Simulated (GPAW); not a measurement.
# Conductance along a series: segments of Si in a Ge chain, part 2 of 3

Wanted: the trend of the zero-bias conductance over a family of junctions, segments of Si in a Ge chain.

GPAW 26.7.0; GPAW LCAO, PAW setups; Landauer transmission from Green's functions with principal layers (ASE), zero bias.

So far, transmission at the Fermi level (one spin): step 2 (junction, foreign atoms 1) 2.96; step 3 (12 atoms, foreign atoms 2) 2.89.

## (4) Junction, 13 atoms: segment atoms = 3

System of this step: 3 Si atoms in a Ge chain. The cell holds 13 atoms: 10 Ge and 3 Si. Cell: a = 9.000 Å, b = 9.000 Å, c = 30.080 Å, α = 90.0°, β = 90.0°, γ = 90.0°. Regions: left lead, 5 atoms (5 Ge); channel, 3 atoms (3 Si); right lead, 5 atoms (5 Ge). Vacuum lies along a and b. The structure is stacked along c, and the current runs across the ab planes.

Input file run.py:

```python
import json
import numpy as np
from ase import Atoms
from ase.transport.calculators import TransportCalculator
from gpaw import GPAW, FermiDirac
from gpaw.lcao.tools import get_lcao_hamiltonian
from scipy.linalg import eigh

# The junction with lead layers at both ends, along the third cell vector
device = Atoms(
    ['Ge', 'Ge', 'Ge', 'Ge', 'Ge', 'Si', 'Si', 'Si', 'Ge', 'Ge', 'Ge', 'Ge', 'Ge'],
    positions=[
        [4.50000, 4.50000, 1.17500],
        [4.50000, 4.50000, 3.52500],
        [4.50000, 4.50000, 5.87500],
        [4.50000, 4.50000, 8.22500],
        [4.50000, 4.50000, 10.57500],
        [4.50000, 4.50000, 12.84010],
        [4.50000, 4.50000, 15.04010],
        [4.50000, 4.50000, 17.24010],
        [4.50000, 4.50000, 19.50520],
        [4.50000, 4.50000, 21.85520],
        [4.50000, 4.50000, 24.20520],
        [4.50000, 4.50000, 26.55520],
        [4.50000, 4.50000, 28.90520]],
    cell=[[9.0, 0.0, 0.0], [0.0, 9.0, 0.0], [0.0, 0.0, 30.0802]],
    pbc=True)

# One principal layer of the lead: the first 3 atoms of the device
lead = Atoms(
    ['Ge', 'Ge', 'Ge'],
    positions=[
        [4.50000, 4.50000, 1.17500],
        [4.50000, 4.50000, 3.52500],
        [4.50000, 4.50000, 5.87500]],
    cell=[[9.0, 0.0, 0.0], [0.0, 9.0, 0.0], [0.0, 0.0, 7.05]],
    pbc=True)

settings = dict(mode='lcao', basis='dzp', xc='LDA', h=0.2,
                occupations=FermiDirac(0.1), maxiter=250,
                mixer=dict(beta=0.1, nmaxold=8, weight=100.0),
                convergence=dict(density=0.0001))
energies = np.arange(-2, 2 + 1e-9, 0.05)
eta = 0.0001
n1, n2 = 1, 1
# k and -k transmit alike, so half of the mesh across the current serves
mesh = [(i, j) for i in range(n1) for j in range(n2) if (i, j) <= (-i % n1, -j % n2)]
weights = np.array([1 if (i, j) == (-i % n1, -j % n2) else 2 for i, j in mesh]) / (n1 * n2)


def ground_state(atoms, size, txt):
    atoms.calc = GPAW(kpts={'size': size, 'gamma': True}, symmetry={'tolerance': 1e-3}, txt=txt, **settings)
    atoms.get_potential_energy()
    return atoms.calc.get_fermi_level()


def blocks(atoms, fermi, points, nz, cells):
    """H - E_F S and S between cell 0 and the cells above it, at each point across the current."""
    kz = np.arange(nz) / nz
    calc = atoms.calc.fixed_density(kpts=[(*k, z) for k in points for z in kz], symmetry='off', txt=None)
    H, S = get_lcao_hamiltonian(calc)
    H = (H - fermi * S).reshape(len(H), len(points), nz, *S.shape[1:])
    S = S.reshape(H.shape[1:])
    phases = [np.exp(-2j * np.pi * kz * R) / nz for R in cells]
    return [(np.einsum('skzij,z->ksij', H, p), np.einsum('kzij,z->kij', S, p)) for p in phases]


def pair(a, b):
    return np.block([[a, b], [b.T.conj(), a]])


def count_channels(h, s, cells, nk=240):
    """Half the number of times that the lead's bands cross each energy, unfolded to its shortest repeat."""
    b = len(h) // cells
    bands = []
    for k in (np.arange(nk + 1) + 0.5) / nk:
        hk, sk = h[:b, :b].copy(), s[:b, :b].copy()
        for R in range(1, cells):
            phase, block = np.exp(2j * np.pi * k * R), slice(R * b, (R + 1) * b)
            hk += h[:b, block] * phase + (h[:b, block] * phase).T.conj()
            sk += s[:b, block] * phase + (s[:b, block] * phase).T.conj()
        bands.append(eigh(hk, sk, eigvals_only=True))
    below = np.array(bands)[:, :, None] < energies
    return (below[1:] != below[:-1]).sum((0, 1)) / 2


fermi_lead = ground_state(lead, (1, 1, 16), 'lead.txt')
fermi_device = ground_state(device, (1, 1, 3), 'device.txt')
T, channels, eigen, tail, misfit, shifts = [], [], [], 0.0, 0.0, []
for first in range(0, len(mesh), 657):
    points = [(i / n1, j / n2) for i, j in mesh[first:first + 657]]
    (H0k, S0k), (H1k, S1k), (H2k, _) = blocks(lead, fermi_lead, points, 5, range(3))
    [(Hk, Sk)] = blocks(device, fermi_device, points, 2, [0])
    tail = max(tail, abs(H2k).max())
    for H0, S0, H1, S1, H, S in zip(H0k, S0k, H1k, S1k, Hk, Sk):
        n = len(S0)
        # Shift the lead onto the potential of the device's first layer
        shift = ((H[:, 0, 0] - H0[:, 0, 0]) / S0[0, 0]).real.mean()
        shifts.append(shift)
        misfit = max(misfit, abs(H[:, :n, :n] - H0 - shift * S0).max())
        Tk, Ck, Ek = [], [], []
        for s in range(len(H)):
            t = s % len(H0)  # a lead without moments serves both spins
            h1, s1 = pair(H0[t] + shift * S0, H1[t] + shift * S1), pair(S0, S1)
            leads = dict(h1=h1, s1=s1, energies=energies, eta=eta, eta1=eta, eta2=eta)
            calc = TransportCalculator(h=H[s], s=S, eigenchannels=3, **leads)
            Tk.append(calc.get_transmission())
            Ek.append(np.sort(calc.eigenchannels_ne, axis=0)[::-1])
            Ck.append(count_channels(h1, s1, 6))
        T.append(Tk)
        channels.append(Ck)
        eigen.append(Ek)
T, channels = np.array(T), np.array(channels)
mean, open_channels = np.einsum('kse,k->se', T, weights), np.einsum('kse,k->se', channels, weights)

print(f'basis functions: device {len(S)}, principal layer {n}')
print(f'Fermi level: lead {fermi_lead:.4f} eV, device {fermi_device:.4f} eV; lead shifted by {np.mean(shifts):.4f} eV')
print(f'largest coupling past the next layer {tail:.2e} eV, largest misfit of the first layer {misfit:.3f} eV')
print('  E-E_F (eV)   ' + 'T (one spin)  channels')
for e, t, c in zip(energies, mean.T, open_channels.T):
    print(f'{e:10.3f}  ', *[f'{x:11.4e}' for x in t], *[f'{x:9.4f}' for x in c])

kT = 8.617333e-5 * 500
fine = np.linspace(energies[0], energies[-1], 4001)
both = np.exp(np.interp(fine, energies, np.log(np.maximum(mean.sum(0) * 2 / len(mean), 1e-30))))
fermi = lambda mu: 1 / (1 + np.exp(np.clip((fine - mu) / kT, -200, 200)))
slope = fermi(0) * (1 - fermi(0)) / kT
G = np.trapezoid(both * slope, fine) / 2
seebeck = -np.trapezoid(both * slope * fine, fine) / (2 * G * 500) * 1e6
print(f'conductance at 500 K: {G:.5g} G0 a cell; thermopower {seebeck:.4g} uV/K')
bias = [0.1, 0.2, 0.5, 1.0, 1.5, 2.0]
current = [38.74 * np.trapezoid(both * (fermi(V / 2) - fermi(-V / 2)), fine) for V in bias]
for V, I in zip(bias, current):
    print(f'current from the zero-bias T(E) at {V} V: {I:.5g} uA')
zero = abs(energies).argmin()
json.dump(dict(energies=energies.tolist(), T=mean.tolist(), channels=open_channels.tolist(), G=G, seebeck=seebeck,
               bias=bias, current=current, tail=tail, misfit=misfit, shift=np.mean(shifts), n_device=len(S), n_lead=n,
               fermi=[fermi_lead, fermi_device], energy=device.get_potential_energy(),
               moments=device.get_magnetic_moments().tolist(), mesh=mesh, weights=weights.tolist(),
               T_k=T[:, :, zero].tolist(), eigen=np.array(eigen[0]).tolist()), open('result.json', 'w'))
```

On the command line:

```
$ OMP_NUM_THREADS=1 OPENBLAS_NUM_THREADS=1 python run.py
```

The program printed:

```text
basis functions: device 169, principal layer 39
Fermi level: lead -3.7682 eV, device -3.8352 eV; lead shifted by 0.0159 eV
largest coupling past the next layer 9.55e-06 eV, largest misfit of the first layer 0.007 eV
  E-E_F (eV)   T (one spin)  [channel counts left out]
    -2.000    5.1657e-01
    -1.950    5.2266e-01
    -1.900    5.2884e-01
[...]
1.950    2.9892e+00
     2.000    2.9906e+00
conductance at 500 K: 2.8248 G0 a cell; thermopower -0.6691 uV/K
current from the zero-bias T(E) at 0.1 V: 21.886 uA
current from the zero-bias T(E) at 0.2 V: 43.772 uA
current from the zero-bias T(E) at 0.5 V: 109.41 uA
current from the zero-bias T(E) at 1.0 V: 218.66 uA
current from the zero-bias T(E) at 1.5 V: 327.5 uA
current from the zero-bias T(E) at 2.0 V: 431.69 uA
```

It took 50 s on 1 thread of Arm Neoverse N1, shared host; peak memory 0.93 GiB.

One spin. Table of transmission, zone mean by energy, zero at the Fermi level:

| energy (eV) | transmission, zone mean |
| --- | --- |
| -2.00 | 0.517 |
| -1.85 | 0.535 |
| -1.70 | 0.555 |
| -1.60 | 0.568 |
| -1.45 | 0.590 |
| -1.30 | 0.613 |
| -1.15 | 0.637 |
| -1.05 | 1.69 |
| -0.90 | 2.55 |
| -0.75 | 2.69 |
| -0.60 | 2.73 |
| -0.50 | 2.74 |
| -0.35 | 2.77 |
| -0.20 | 2.79 |
| -0.05 | 2.82 |
| 0.00 | 2.82 |
| 0.05 | 2.83 |
| 0.20 | 2.85 |
| 0.35 | 2.87 |
| 0.50 | 2.89 |
| 0.60 | 2.90 |
| 0.75 | 2.91 |
| 0.90 | 2.93 |
| 1.05 | 2.94 |
| 1.15 | 2.94 |
| 1.30 | 2.95 |
| 1.45 | 2.96 |
| 1.60 | 2.97 |
| 1.70 | 2.98 |
| 1.85 | 2.99 |
| 2.00 | 2.99 |

The conductance, 2.82 G₀, lies 2.1 % below that of the member before.

## (5) Junction, 14 atoms: segment atoms = 4

System of this step: 4 Si atoms in a Ge chain. The cell holds 14 atoms: 10 Ge and 4 Si. Its edges and angles: a = 9.000 Å, b = 9.000 Å, c = 32.280 Å, α = 90.0°, β = 90.0°, γ = 90.0°. Regions: left lead, 5 atoms (5 Ge); channel, 4 atoms (4 Si); right lead, 5 atoms (5 Ge). Vacuum lies along a and b. The structure is stacked along c, and the current runs across the ab planes.

run.py: that of step 4 with these lines changed.

```diff
@@ -10,3 +10,3 @@
 device = Atoms(
-    ['Ge', 'Ge', 'Ge', 'Ge', 'Ge', 'Si', 'Si', 'Si', 'Ge', 'Ge', 'Ge', 'Ge', 'Ge'],
+    ['Ge', 'Ge', 'Ge', 'Ge', 'Ge', 'Si', 'Si', 'Si', 'Si', 'Ge', 'Ge', 'Ge', 'Ge', 'Ge'],
     positions=[
@@ -20,8 +20,9 @@
         [4.50000, 4.50000, 17.24010],
-        [4.50000, 4.50000, 19.50520],
-        [4.50000, 4.50000, 21.85520],
-        [4.50000, 4.50000, 24.20520],
-        [4.50000, 4.50000, 26.55520],
-        [4.50000, 4.50000, 28.90520]],
-    cell=[[9.0, 0.0, 0.0], [0.0, 9.0, 0.0], [0.0, 0.0, 30.0802]],
+        [4.50000, 4.50000, 19.44010],
+        [4.50000, 4.50000, 21.70520],
+        [4.50000, 4.50000, 24.05520],
+        [4.50000, 4.50000, 26.40520],
+        [4.50000, 4.50000, 28.75520],
+        [4.50000, 4.50000, 31.10520]],
+    cell=[[9.0, 0.0, 0.0], [0.0, 9.0, 0.0], [0.0, 0.0, 32.2802]],
     pbc=True)
@@ -89,4 +90,4 @@
 T, channels, eigen, tail, misfit, shifts = [], [], [], 0.0, 0.0, []
-for first in range(0, len(mesh), 657):
-    points = [(i / n1, j / n2) for i, j in mesh[first:first + 657]]
+for first in range(0, len(mesh), 566):
+    points = [(i / n1, j / n2) for i, j in mesh[first:first + 566]]
     (H0k, S0k), (H1k, S1k), (H2k, _) = blocks(lead, fermi_lead, points, 5, range(3))
```

The program printed:

```text
basis functions: device 182, principal layer 39
Fermi level: lead -3.7682 eV, device -3.8461 eV; lead shifted by -0.0077 eV
largest coupling past the next layer 9.55e-06 eV, largest misfit of the first layer 0.010 eV
  E-E_F (eV)   T (one spin)  [channel counts left out]
    -2.000    3.3864e-01
    -1.950    3.4527e-01
    -1.900    3.5219e-01
[...]
1.950    2.9615e+00
     2.000    2.9625e+00
conductance at 500 K: 2.8151 G0 a cell; thermopower -1.13 uV/K
current from the zero-bias T(E) at 0.1 V: 21.811 uA
current from the zero-bias T(E) at 0.2 V: 43.619 uA
current from the zero-bias T(E) at 0.5 V: 108.98 uA
current from the zero-bias T(E) at 1.0 V: 217.5 uA
current from the zero-bias T(E) at 1.5 V: 325.16 uA
current from the zero-bias T(E) at 2.0 V: 430.43 uA
```

Wall time 59 s (1 thread); peak memory 0.97 GiB.

One spin. Table of transmission, zone mean by energy, zero at the Fermi level:

energy (eV), transmission, zone mean and a bar from the least value:
```
    -2.00       0.34 
    -1.90       0.35 
    -1.80       0.37 
    -1.70       0.38 #
    -1.55       0.41 #
    -1.45       0.43 #
    -1.35       0.45 #
    -1.25       0.47 ##
    -1.15       0.50 ##
    -1.05       2.09 ####################
    -0.90       2.55 #########################
    -0.80       2.57 #########################
    -0.70       2.59 ##########################
    -0.60       2.62 ##########################
    -0.50       2.66 ##########################
    -0.40       2.70 ###########################
    -0.25       2.74 ###########################
    -0.15       2.77 ############################
    -0.05       2.80 ############################
     0.00       2.82 ############################
     0.05       2.83 ############################
     0.15       2.85 #############################
     0.25       2.88 #############################
     0.40       2.91 #############################
     0.50       2.92 #############################
     0.60       2.94 ##############################
     0.70       2.95 ##############################
     0.80       2.96 ##############################
     0.90       2.97 ##############################
     1.05       2.98 ##############################
     1.15       2.98 ##############################
     1.25       2.98 ##############################
     1.35       2.98 ##############################
     1.45       2.97 ##############################
     1.55       2.97 ##############################
     1.70       2.96 ##############################
     1.80       2.96 ##############################
     1.90       2.96 ##############################
     2.00       2.96 ##############################
```

The conductance, 2.82 G₀, lies 0.3 % below that of the member before.

## (6) Member of the series, 15 atoms: segment atoms = 5

System of this step: 5 Si atoms in a Ge chain. The cell holds 15 atoms: 10 Ge and 5 Si. Its edges and angles: a = 9.000 Å, b = 9.000 Å, c = 34.480 Å, α = 90.0°, β = 90.0°, γ = 90.0°. Regions: left lead, 5 atoms (5 Ge); channel, 5 atoms (5 Si); right lead, 5 atoms (5 Ge). Vacuum lies along a and b. The structure is stacked along c, and the current runs across the ab planes.

run.py: that of step 5 with these lines changed.

```diff
@@ -10,3 +10,3 @@
 device = Atoms(
-    ['Ge', 'Ge', 'Ge', 'Ge', 'Ge', 'Si', 'Si', 'Si', 'Si', 'Ge', 'Ge', 'Ge', 'Ge', 'Ge'],
+    ['Ge', 'Ge', 'Ge', 'Ge', 'Ge', 'Si', 'Si', 'Si', 'Si', 'Si', 'Ge', 'Ge', 'Ge', 'Ge', 'Ge'],
     positions=[
@@ -21,8 +21,9 @@
         [4.50000, 4.50000, 19.44010],
-        [4.50000, 4.50000, 21.70520],
-        [4.50000, 4.50000, 24.05520],
-        [4.50000, 4.50000, 26.40520],
-        [4.50000, 4.50000, 28.75520],
-        [4.50000, 4.50000, 31.10520]],
-    cell=[[9.0, 0.0, 0.0], [0.0, 9.0, 0.0], [0.0, 0.0, 32.2802]],
+        [4.50000, 4.50000, 21.64010],
+        [4.50000, 4.50000, 23.90520],
+        [4.50000, 4.50000, 26.25520],
+        [4.50000, 4.50000, 28.60520],
+        [4.50000, 4.50000, 30.95520],
+        [4.50000, 4.50000, 33.30520]],
+    cell=[[9.0, 0.0, 0.0], [0.0, 9.0, 0.0], [0.0, 0.0, 34.4802]],
     pbc=True)
@@ -90,4 +91,4 @@
 T, channels, eigen, tail, misfit, shifts = [], [], [], 0.0, 0.0, []
-for first in range(0, len(mesh), 566):
-    points = [(i / n1, j / n2) for i, j in mesh[first:first + 566]]
+for first in range(0, len(mesh), 493):
+    points = [(i / n1, j / n2) for i, j in mesh[first:first + 493]]
     (H0k, S0k), (H1k, S1k), (H2k, _) = blocks(lead, fermi_lead, points, 5, range(3))
```

The program printed:

```text
basis functions: device 195, principal layer 39
Fermi level: lead -3.7682 eV, device -3.8604 eV; lead shifted by -0.0071 eV
largest coupling past the next layer 9.55e-06 eV, largest misfit of the first layer 0.010 eV
  E-E_F (eV)   T (one spin)  [channel counts left out]
    -2.000    2.1023e-01
    -1.950    2.1590e-01
    -1.900    2.2195e-01
[...]
1.950    2.9410e+00
     2.000    2.9361e+00
conductance at 500 K: 2.8504 G0 a cell; thermopower -1.595 uV/K
current from the zero-bias T(E) at 0.1 V: 22.083 uA
current from the zero-bias T(E) at 0.2 V: 44.158 uA
current from the zero-bias T(E) at 0.5 V: 110.25 uA
current from the zero-bias T(E) at 1.0 V: 219.52 uA
current from the zero-bias T(E) at 1.5 V: 326.62 uA
current from the zero-bias T(E) at 2.0 V: 429.91 uA
```

Run time: 61 s. Hardware: 1 thread; peak memory 1 GiB.

One spin. Transmission, zone mean against energy, zero at the Fermi level:

| energy (eV) | transmission, zone mean |
| --- | --- |
| -2.00 | 0.210 |
| -1.85 | 0.228 |
| -1.70 | 0.250 |
| -1.60 | 0.268 |
| -1.45 | 0.298 |
| -1.30 | 0.334 |
| -1.15 | 0.376 |
| -1.05 | 2.39 |
| -0.90 | 2.34 |
| -0.75 | 2.46 |
| -0.60 | 2.57 |
| -0.50 | 2.63 |
| -0.35 | 2.70 |
| -0.20 | 2.77 |
| -0.05 | 2.83 |
| 0.00 | 2.85 |
| 0.05 | 2.87 |
| 0.20 | 2.92 |
| 0.35 | 2.95 |
| 0.50 | 2.97 |
| 0.60 | 2.98 |
| 0.75 | 2.99 |
| 0.90 | 2.99 |
| 1.05 | 2.99 |
| 1.15 | 2.99 |
| 1.30 | 2.99 |
| 1.45 | 2.98 |
| 1.60 | 2.98 |
| 1.70 | 2.97 |
| 1.85 | 2.95 |
| 2.00 | 2.94 |

The conductance, 2.85 G₀, lies 1.3 % above that of the member before.

## (7) Junction, 16 atoms: segment atoms = 6

System of this step: 6 Si atoms in a Ge chain. The cell holds 16 atoms: 10 Ge and 6 Si. Cell: a = 9.000 Å, b = 9.000 Å, c = 36.680 Å, α = 90.0°, β = 90.0°, γ = 90.0°. Regions: left lead, 5 atoms (5 Ge); channel, 6 atoms (6 Si); right lead, 5 atoms (5 Ge). Vacuum lies along a and b. The structure is stacked along c, and the current runs across the ab planes.

run.py: that of step 6 with these lines changed.

```diff
@@ -10,3 +10,3 @@
 device = Atoms(
-    ['Ge', 'Ge', 'Ge', 'Ge', 'Ge', 'Si', 'Si', 'Si', 'Si', 'Si', 'Ge', 'Ge', 'Ge', 'Ge', 'Ge'],
+    ['Ge', 'Ge', 'Ge', 'Ge', 'Ge', 'Si', 'Si', 'Si', 'Si', 'Si', 'Si', 'Ge', 'Ge', 'Ge', 'Ge', 'Ge'],
     positions=[
@@ -22,8 +22,9 @@
         [4.50000, 4.50000, 21.64010],
-        [4.50000, 4.50000, 23.90520],
-        [4.50000, 4.50000, 26.25520],
-        [4.50000, 4.50000, 28.60520],
-        [4.50000, 4.50000, 30.95520],
-        [4.50000, 4.50000, 33.30520]],
-    cell=[[9.0, 0.0, 0.0], [0.0, 9.0, 0.0], [0.0, 0.0, 34.4802]],
+        [4.50000, 4.50000, 23.84010],
+        [4.50000, 4.50000, 26.10520],
+        [4.50000, 4.50000, 28.45520],
+        [4.50000, 4.50000, 30.80520],
+        [4.50000, 4.50000, 33.15520],
+        [4.50000, 4.50000, 35.50520]],
+    cell=[[9.0, 0.0, 0.0], [0.0, 9.0, 0.0], [0.0, 0.0, 36.6802]],
     pbc=True)
@@ -89,6 +90,6 @@
 fermi_lead = ground_state(lead, (1, 1, 16), 'lead.txt')
-fermi_device = ground_state(device, (1, 1, 3), 'device.txt')
+fermi_device = ground_state(device, (1, 1, 2), 'device.txt')
 T, channels, eigen, tail, misfit, shifts = [], [], [], 0.0, 0.0, []
-for first in range(0, len(mesh), 493):
-    points = [(i / n1, j / n2) for i, j in mesh[first:first + 493]]
+for first in range(0, len(mesh), 434):
+    points = [(i / n1, j / n2) for i, j in mesh[first:first + 434]]
     (H0k, S0k), (H1k, S1k), (H2k, _) = blocks(lead, fermi_lead, points, 5, range(3))
```

The program printed:

```text
basis functions: device 208, principal layer 39
Fermi level: lead -3.7682 eV, device -3.8640 eV; lead shifted by -0.0223 eV
largest coupling past the next layer 9.55e-06 eV, largest misfit of the first layer 0.013 eV
  E-E_F (eV)   T (one spin)  [channel counts left out]
    -2.000    1.2739e-01
    -1.950    1.3195e-01
    -1.900    1.3693e-01
[...]
1.950    2.9765e+00
     2.000    2.9760e+00
conductance at 500 K: 2.9291 G0 a cell; thermopower -1.494 uV/K
current from the zero-bias T(E) at 0.1 V: 22.691 uA
current from the zero-bias T(E) at 0.2 V: 45.36 uA
current from the zero-bias T(E) at 0.5 V: 113.02 uA
current from the zero-bias T(E) at 1.0 V: 223.73 uA
current from the zero-bias T(E) at 1.5 V: 331.01 uA
current from the zero-bias T(E) at 2.0 V: 431.66 uA
```

The job ended after 65 s (1 thread; peak memory 1.1 GiB).

The conductance, 2.93 G₀, lies 2.8 % above that of the member before.

(Continued in part 3 of 3.)

[Logs are printed without paths, hosts, clocks, repeated set-up lines and the standing remarks that a program may print on its own settings, such as how far it seeks lower states.]

[Hosts, paths, dates, database ids (printed as entryN), source tags and the programs' standing remarks are cut or masked in the printed files.]
